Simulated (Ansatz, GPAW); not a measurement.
# Work function of OH/Nb(110) at several levels, part 3 of 3

Aim: the work function of both faces of OH/Nb(110), and its spread over functionals and bases.

GPAW 26.7.0 and Ansatz 0.2.0; Ansatz plane waves; slab in vacuum with a dipole correction, relaxation (the session's first sound run).

So far, upper work function (eV): step 2 (relaxing the atoms, PBE) 3.13; step 3 (plane waves, PBE) 3.14; step 4 (self-consistent run: xc = "RPBE") 3.03; step 5 (self-consistent run: xc = "LDA") 3.37; step 6 (self-consistent run: xc = "vdW-DF2", GPAW, PAW setups, GPAW) 3.55.

## (7) Real-space grid: mode = "fd"

A real-space grid is a second complete basis, so it checks the plane-wave result.

Contents of run.py:

```python
import json
import numpy as np
from ase import Atoms
from gpaw import GPAW

slab = Atoms(
    ['Nb', 'Nb', 'Nb', 'Nb', 'Nb', 'Nb', 'Nb', 'Nb', 'Nb', 'Nb', 'Nb', 'Nb', 'Nb', 'Nb', 'Nb', 'Nb', 'O', 'H'],
    positions=[
        [0.00000, 0.00000, 7.00000],
        [2.33345, 0.00000, 9.33345],
        [0.00293, 0.00016, 11.71062],
        [2.37011, -0.03843, 14.04077],
        [2.33345, 1.65000, 7.00000],
        [4.66690, 1.65000, 9.33345],
        [2.33053, 1.64984, 11.71062],
        [4.61238, 1.57899, 13.90529],
        [2.33345, -1.65000, 7.00000],
        [4.66690, -1.65000, 9.33345],
        [2.34490, -1.65783, 11.66976],
        [4.63025, -1.61157, 14.04077],
        [4.66690, 0.00000, 7.00000],
        [7.00036, 0.00000, 9.33345],
        [4.65546, 0.00783, 11.66976],
        [7.05488, 0.07101, 13.90529],
        [1.16673, 0.82500, 15.56874],
        [1.16673, 0.82500, 16.53708]],
    cell=[[4.6669, -3.3, 0.0], [4.6669, 3.3, 0.0], [0.0, 0.0, 23.78261]],
    pbc=[True, True, False])

slab.calc = GPAW(mode='fd', h=0.18, xc='PBE', kpts={'size': (6, 6, 1), 'gamma': True},
                 occupations={'name': 'fermi-dirac', 'width': 0.1}, nbands='160%',
                 convergence={'density': 1e-05}, maxiter=200,
                 poissonsolver={'dipolelayer': 'xy'},
                 symmetry={'tolerance': 1e-3}, txt='slab.txt')
result = {}
energy = slab.get_potential_energy()
fermi = slab.calc.get_fermi_level()
v = slab.calc.get_electrostatic_potential().mean((0, 1)) - fermi
n = slab.calc.get_pseudo_density().mean((0, 1))
L = slab.cell[2, 2]
z = np.arange(len(v)) * L / len(v)
low, high = slab.positions[:, 2].min(), slab.positions[:, 2].max()
below, above = np.interp([low - 4.8, high + 4.8], z, v)
slopes = [np.interp(x, z, np.gradient(v, z)) for x in (low - 4.8, high + 4.8)]
eps = np.array([[slab.calc.get_eigenvalues(k, s) for k in range(len(slab.calc.get_ibz_k_points()))]
                for s in range(slab.calc.get_number_of_spins())]) - fermi
top, bottom = eps[eps < 0].max(), eps[eps > 0].min()
dipole = slab.get_dipole_moment()[2]
print(f'energy {energy:.4f} eV, Fermi level {fermi:.4f} eV, dipole {dipole:.5f} e A')
print(f'potential 4.8 A off the faces, from the Fermi level: lower {below:.4f} eV, upper {above:.4f} eV')
print(f'slope of the potential there: lower {slopes[0]:.5f}, upper {slopes[1]:.5f} eV/A')
print(f'nearest levels on the mesh: {top:.4f} and {bottom:.4f} eV')
print('magnetic moment', round(slab.get_magnetic_moment(), 3))
result.update(energy=energy, fermi=fermi, dipole=dipole, below=below, above=above, slopes=slopes, edges=[top, bottom],
              z=z.tolist(), v=v.tolist(), n=n.tolist(), positions=slab.positions.tolist(),
              forces=slab.get_forces(apply_constraint=False).tolist(), moments=slab.get_magnetic_moments().tolist())
json.dump(result, open('result.json', 'w'))
```

Launch:

```bash
$ OMP_NUM_THREADS=1 OPENBLAS_NUM_THREADS=1 python run.py
```

It took 6.2 h on 1 thread of Arm Neoverse N1, shared host; peak memory 7 GiB.

This step gave:

```yaml
dipole_along_the_normal: 0.2368 e·Å
levels_nearest_the_fermi_level_on_the_mesh: -0.002324, 0.009646 eV from the Fermi level
upper_work_function: 3.140 eV
lower_work_function: 4.530 eV
```

The electrostatic potential energy of an electron (without an applied field's), less the Fermi level, planar mean oscillates, so the rows of the table below give means over windows of 1 Å about each position, cut where the curve ends. Its maxima inside the range that stand out by 2 % of the span (Å: eV): 0.5: 4.53, 8.2: -1.11, 10.5: -0.991, 12.8: -1.57. Its minima: 7.0: -25.1, 9.4: -24.9, 11.7: -25.0, 14.0: -25.0.

The electrostatic potential energy of an electron (without an applied field's), less the Fermi level, planar mean by z; means over each step:

```
z (Å)  electrostatic potential energy of an electron (without an applied field's), less the Fermi level, planar mean (eV)
    0                                                                                                                4.47
    1                                                                                                                4.53
    2                                                                                                                4.53
    3                                                                                                                4.52
    4                                                                                                                4.44
    5                                                                                                                3.69
    6                                                                                                               -2.78
    7                                                                                                               -20.3
    8                                                                                                               -3.95
    9                                                                                                               -16.6
   10                                                                                                               -9.25
   11                                                                                                               -8.72
   12                                                                                                               -17.1
   13                                                                                                               -4.58
   14                                                                                                               -20.3
   15                                                                                                               -3.45
   16                                                                                                                1.66
   17                                                                                                                2.87
   18                                                                                                                3.12
   19                                                                                                                3.14
   20                                                                                                                3.14
   21                                                                                                                3.14
   22                                                                                                                3.14
   23                                                                                                                3.14
```

The upper face's work function is 3.140 eV, against 3.140 eV in the first plane-wave PBE run at this geometry.

## (8) All levels side by side

Times are for 1 thread of Arm Neoverse N1, shared host. The series side by side:

```
no.      run  upper work function (eV)  lower work function (eV)   time  memory (GiB)
  1       pw                     3.140                     4.531  2.3 h           1.6
  2     RPBE                     3.027                     4.400  2.2 h           1.6
  3      LDA                     3.372                     4.777  2.2 h           1.7
  4  vdW DF2                     3.555                     4.783  2.2 h           2.2
  5       fd                     3.140                     4.530  6.2 h           7.0
```

## (9) A second plane-wave code

A second program with its own datasets checks the number independently.

This step: Ansatz plane waves; slab in vacuum with a dipole correction (Ansatz 0.2.0).

Contents of input.yaml:

```yaml
crystal:
  lattice:
    - [4.6669047558, -3.3, 0.0]
    - [4.6669047558, 3.3, 0.0]
    - [0.0, 0.0, 23.782612665]
  atoms:
    - { symbol: Nb, position: [0.0, 0.0, 0.2943326748] }
    - { symbol: Nb, position: [0.25, 0.25, 0.392448572] }
    - { symbol: Nb, position: [0.0002897143, 0.0003370504, 0.4924027872] }
    - { symbol: Nb, position: [0.2597501537, 0.248104054, 0.5903797837] }
    - { symbol: Nb, position: [0.0, 0.5, 0.2943326748] }
    - { symbol: Nb, position: [0.25, 0.75, 0.392448572] }
    - { symbol: Nb, position: [-0.0002897143, 0.4996629496, 0.4924027872] }
    - { symbol: Nb, position: [0.2549168694, 0.7333993123, 0.5846828314] }
    - { symbol: Nb, position: [0.5, 0.0, 0.2943326748] }
    - { symbol: Nb, position: [0.75, 0.25, 0.392448572] }
    - { symbol: Nb, position: [0.5024121752, 4.08674e-05, 0.4906843406] }
    - { symbol: Nb, position: [0.7402498463, 0.251895946, 0.5903797837] }
    - { symbol: Nb, position: [0.5, 0.5, 0.2943326748] }
    - { symbol: Nb, position: [0.75, 0.75, 0.392448572] }
    - { symbol: Nb, position: [0.4975878248, 0.4999591326, 0.4906843406] }
    - { symbol: Nb, position: [0.7450831306, 0.7666006877, 0.5846828314] }
    - { symbol: O, position: [0.0, 0.25, 0.6546270828] }
    - { symbol: H, position: [0.0, 0.25, 0.6953434261] }
kpoints:
  mp_grid: { grid: [6, 6, 1] }
hamiltonian:
  xc: pbe
scf:
  occupations: { method: fermi_dirac, width: 0.1 }
efield:
  axis: 3
  dipole_correction: true
  ramp_width: 0.05
output:
  forces: true
  write_potential: true
  write_density: true
  volumetric_format: npy
  elf: true
```

Launch:

```bash
$ ansatz run input.yaml --threads 4 --pin off --max-ram 8192MiB --backend cpu --events-out ev --progress --plain --runs-dir out
```

Elapsed: 3.1 min, on 4 threads; peak memory 2.7 GiB.

This step gave:

| Property | Result |
| --- | --- |
| upper work function | 3.133 eV |
| lower work function | 4.527 eV |
| dipole along the normal | 0.2373 e·Å |
| dipole field | 0.05861 V/Å |
| vacuum level above | 8.152 eV |
| vacuum level below | 9.546 eV |

The electrostatic potential energy of an electron (with the applied field's), less the Fermi level, planar mean oscillates, so the rows of the table below give means over windows of 1 Å about each position, cut where the curve ends. Its maxima inside the range that stand out by 2 % of the span (Å: eV): 0.7: 4.53, 8.2: -1.11, 10.6: -1.04, 12.8: -1.63. Its minima: 7.0: -21.8, 9.4: -21.6, 11.7: -21.5, 14.0: -21.8.

The electrostatic potential energy of an electron (with the applied field's), less the Fermi level, planar mean by z; means over each step:

z (Å), electrostatic potential energy of an electron (with the applied field's), less the Fermi level, planar mean (eV) and a bar from the least value:
```
        0        4.3 ##############################
        1        4.5 ##############################
        2        4.5 ##############################
        3        4.5 ##############################
        4        4.4 ##############################
        5        3.7 #############################
        6       -3.1 ####################
        7      -18.5 
        8       -4.4 ##################
        9      -15.5 ####
       10       -9.2 ############
       11       -8.8 #############
       12      -15.8 ####
       13       -5.0 ##################
       14      -18.5 
       15       -3.7 ###################
       16        1.8 ##########################
       17        2.8 ############################
       18        3.1 ############################
       19        3.1 ############################
       20        3.1 ############################
       21        3.1 ############################
       22        3.1 ############################
       23        3.2 ############################
```

The valence density, planar mean by z:

z (Å), valence density, planar mean (e/Å³) and a bar:
```
      2.5       0.00 
      3.0       0.00 
      3.5       0.00 
      4.0       0.00 
      4.5       0.01 
      5.0       0.02 
      5.5       0.05 #
      6.0       0.17 ####
      6.5       0.79 ##################
      7.0       1.29 ##############################
      7.5       0.80 ###################
      8.0       0.29 #######
      8.5       0.37 #########
      9.0       1.06 #########################
      9.5       1.23 #############################
     10.0       0.54 #############
     10.5       0.26 ######
     11.0       0.50 ############
     11.5       1.21 ############################
     12.0       1.09 #########################
     12.5       0.39 #########
     13.0       0.31 #######
     13.5       0.85 ####################
     14.0       1.28 ##############################
     14.5       0.74 #################
     15.0       0.23 #####
     15.5       0.27 ######
     16.0       0.13 ###
     16.5       0.05 #
     17.0       0.01 
     17.5       0.00 
     18.0       0.00 
     18.5       0.00 
     19.0       0.00
```

Force by atom:

```
atom  x (eV/Å)  y (eV/Å)  z (eV/Å)   size
 Nb1     0.016    -0.002     0.311  0.312
 Nb2    -0.018    -0.010    -0.280  0.280
 Nb3    -0.001     0.001    -0.001  0.002
 Nb4     0.008     0.003    -0.003  0.009
 Nb5    -0.016     0.002     0.311  0.312
 Nb6    -0.068     0.056    -0.364  0.375
 Nb7     0.001    -0.001    -0.001  0.002
 Nb8    -0.009     0.003     0.003  0.010
 Nb9     0.019     0.007     0.329  0.330
Nb10     0.018     0.010    -0.280  0.280
Nb11    -0.001     0.002     0.002  0.003
Nb12    -0.008    -0.003    -0.003  0.009
Nb13    -0.019    -0.007     0.329  0.330
Nb14     0.068    -0.056    -0.364  0.375
Nb15     0.001    -0.002     0.002  0.003
Nb16     0.009    -0.003     0.003  0.010
 O17     0.000     0.000     0.005  0.005
 H18     0.000     0.000    -0.001  0.001
```

Electrostatic potential energy in the ca plane at fractional y = 0.248, with atoms of Nb and O and H within 0.2 Å of it. With pseudopotentials it is smooth inside the atoms' cores, unlike the true potential.

Ten even steps from '0' (-67 eV) to '9' (9 eV), each cell a mean:
```
99999988899999999998888434668999999999999999
99999754689999999975568878999999999999999999
99998400268999999841026899999999999999999999
99997200058999999720005899999999999999999999
99998400268999999730016899999999999999999999
99999754689999999864458999999999999999999999
99999988899999999988889999999999999999999999
99999998999999999998899999999999999999999999
99999876789999999986678999999999999999999999
99998522479999999852137999999999999999999999
99997300158999999720005899999999999999999999
99997300158999999730016899999999999999999999
99998522479999999863247899999999999999999999
99999877799999999987788656889999999999999999
99999999999999999999997323338999999999999999
```
Columns run along c (16.0 Å, from fractional 0.29 to 0.96 of the cell; values clipped at the 3rd and 97th percentile), rows up along a (5.7 Å). Atoms in or near the plane, at fractional coordinates: Nb at (0.39, 0.25), Nb at (0.59, 0.26), Nb at (0.39, 0.75), Nb at (0.59, 0.74), O at (0.65, 0.00), H at (0.70, 0.00).

Valence density in the ca plane at fractional y = 0.248, with atoms of Nb and O and H within 0.2 Å of it. It is the smooth field of the valence electrons, not physical close to the nuclei.

Ten steps, logarithmic in the rise over the least value, from '0' (0.0 e/Å³) to '9' (6.8 e/Å³), each cell a mean:
```
33333344333333333333346898652000000000000000
33333577643333333356755665421000000000000000
33334799863333333478985432110000000000000000
23335899964333333589996311000000000000000000
33334789863333333479985210000000000000000000
33333567643333333357764210000000000000000000
33333344333333333334442210000000000000000000
33333333333333333334432110000000000000000000
33333455533333333346653210000000000000000000
33334688753333333468875210000000000000000000
23335899863333333589996310000000000000000000
23335799863333333579986321100000000000000000
33334688753333333467875554210000000000000000
33333455433333333345545787531000000000000000
33333333333333333333336999762000000000000000
```
Columns run along c (16.0 Å, from fractional 0.29 to 0.96 of the cell), rows up along a (5.7 Å). Atoms in or near the plane, at fractional coordinates: Nb at (0.39, 0.25), Nb at (0.59, 0.26), Nb at (0.39, 0.75), Nb at (0.59, 0.74), O at (0.65, 0.00), H at (0.70, 0.00).

ELF in the ca plane at fractional y = 0.248, with atoms of Nb and O and H within 0.2 Å of it. It is the smooth field of the valence electrons, not physical close to the nuclei.

Values, 8 rows by 16 columns, each cell a mean:
```
0.35 0.36 0.32 0.36 0.30 0.35 0.35 0.59 0.73 0.57 0.04 0.00 0.00 0.00 0.00 0.00
0.33 0.59 0.52 0.36 0.40 0.43 0.62 0.37 0.25 0.06 0.00 0.00 0.00 0.00 0.00 0.00
0.32 0.61 0.47 0.36 0.38 0.37 0.65 0.30 0.07 0.01 0.00 0.00 0.00 0.00 0.00 0.00
0.39 0.28 0.33 0.37 0.32 0.36 0.34 0.28 0.25 0.07 0.01 0.00 0.00 0.00 0.00 0.00
0.35 0.36 0.33 0.36 0.32 0.32 0.44 0.24 0.19 0.05 0.01 0.00 0.00 0.00 0.00 0.00
0.33 0.59 0.52 0.36 0.40 0.43 0.59 0.34 0.06 0.01 0.00 0.00 0.00 0.00 0.00 0.00
0.32 0.60 0.47 0.36 0.38 0.38 0.65 0.41 0.41 0.15 0.01 0.00 0.00 0.00 0.00 0.00
0.39 0.28 0.33 0.38 0.29 0.38 0.25 0.60 0.76 0.71 0.05 0.00 0.00 0.00 0.00 0.00
```
Columns run along c (16.0 Å, from fractional 0.33 to 1.00 of the cell), rows up along a (5.7 Å). Atoms in or near the plane, at fractional coordinates: Nb at (0.39, 0.25), Nb at (0.59, 0.26), Nb at (0.39, 0.75), Nb at (0.59, 0.74), O at (0.65, 0.00), H at (0.70, 0.00).

The upper face's work function is 3.133 eV, against 3.140 eV in the first plane-wave PBE run at this geometry.

## (10) Side by side

Results and costs are gathered.

This step: comparison of work functions, dipole and cost (GPAW 26.7.0).

Ladder, by row:

```
   step    code  work function, upper (eV)  work function, lower (eV)  dipole (e Å)  wall time (s)  peak memory (GiB)  threads
     pw    GPAW                       3.14                      4.531        0.2371           8333               1.65        1
   RPBE    GPAW                      3.027                        4.4         0.234           7795               1.65        1
    LDA    GPAW                      3.372                      4.777        0.2395           7994               1.66        1
vdW-DF2    GPAW                      3.555                      4.783        0.2094           7946               2.17        1
     fd    GPAW                       3.14                       4.53        0.2368          22256               7.02        1
 ansatz  Ansatz                      3.133                      4.527        0.2373          185.5              2.702        4
```

## (11) A changed run

One more run, with changed settings.

This step: GPAW, PAW setups; slab in vacuum (GPAW 26.7.0).

Edit run.py of step 7 so:

```diff
@@ -29,5 +29,5 @@
 
-slab.calc = GPAW(mode='fd', h=0.18, xc='PBE', kpts={'size': (6, 6, 1), 'gamma': True},
+slab.calc = GPAW(mode='fd', h=0.4, xc='PBE', kpts={'size': (6, 6, 1), 'gamma': True},
                  occupations={'name': 'fermi-dirac', 'width': 0.1}, nbands='160%',
-                 convergence={'density': 1e-05}, maxiter=200,
+                 convergence={'density': 1e-05}, maxiter=75,
                  poissonsolver={'dipolelayer': 'xy'},
```

Launch:

```bash
$ OMP_NUM_THREADS=1 OPENBLAS_NUM_THREADS=1 python run.py
```

Wall time 59 min (1 thread); peak memory 0.71 GiB.

The run finished. A setting was moved off its sound value on purpose, so it serves as a test and not as the result.

The fault put into the input: a grid far too coarse (mode = "fd" and h = 0.4).

The two runs compared:

```
                     quantity  this run  sound run  difference
dipole along the normal (e·Å)  -0.11240    0.23714      -0.350
     upper work function (eV)    5.1191     3.1397        1.98
     lower work function (eV)    4.4531     4.5313     -0.0782
```

The dipole along the normal changes sign: -0.112 e·Å against 0.237 e·Å.

## (12) Results

| Item | Value |
| --- | --- |
| work function, upper and lower face | 3.140 and 4.531 eV |
| dipole along the normal | 0.237 e Å |

**Reading.** With plane waves and PBE the work function is 3.14 eV on the upper face and 4.53 eV on the lower. The two faces differ by 1.4 eV, the step that the slab's dipole makes (e p/(ε0 A) gives 1.4 eV), so the dipole layer is needed. Over the sound runs of the table the upper face's work function spans 3.027 (RPBE) to 3.555 eV (vdW-DF2). The two plane-wave codes differ by 0.0065 eV on the upper face. At this geometry GPAW leaves forces of up to 0.27 eV/Å on free atoms, so it isn't GPAW's own minimum, and dipole and steps would shift on relaxing there. The cell of 30.8 Å² holds one OH, started on one chosen site; other sites and coverages weren't tried. The in-plane lattice was kept as typed, which isn't the functional's own and leaves some strain; spin-orbit coupling and temperature are left out.

[Logs are printed without paths, hosts, clocks, repeated set-up lines and the standing remarks that a program may print on its own settings, such as how far it seeks lower states.]

[Hosts, paths, dates, database ids (printed as entryN), source tags and the programs' standing remarks are cut or masked in the printed files.]
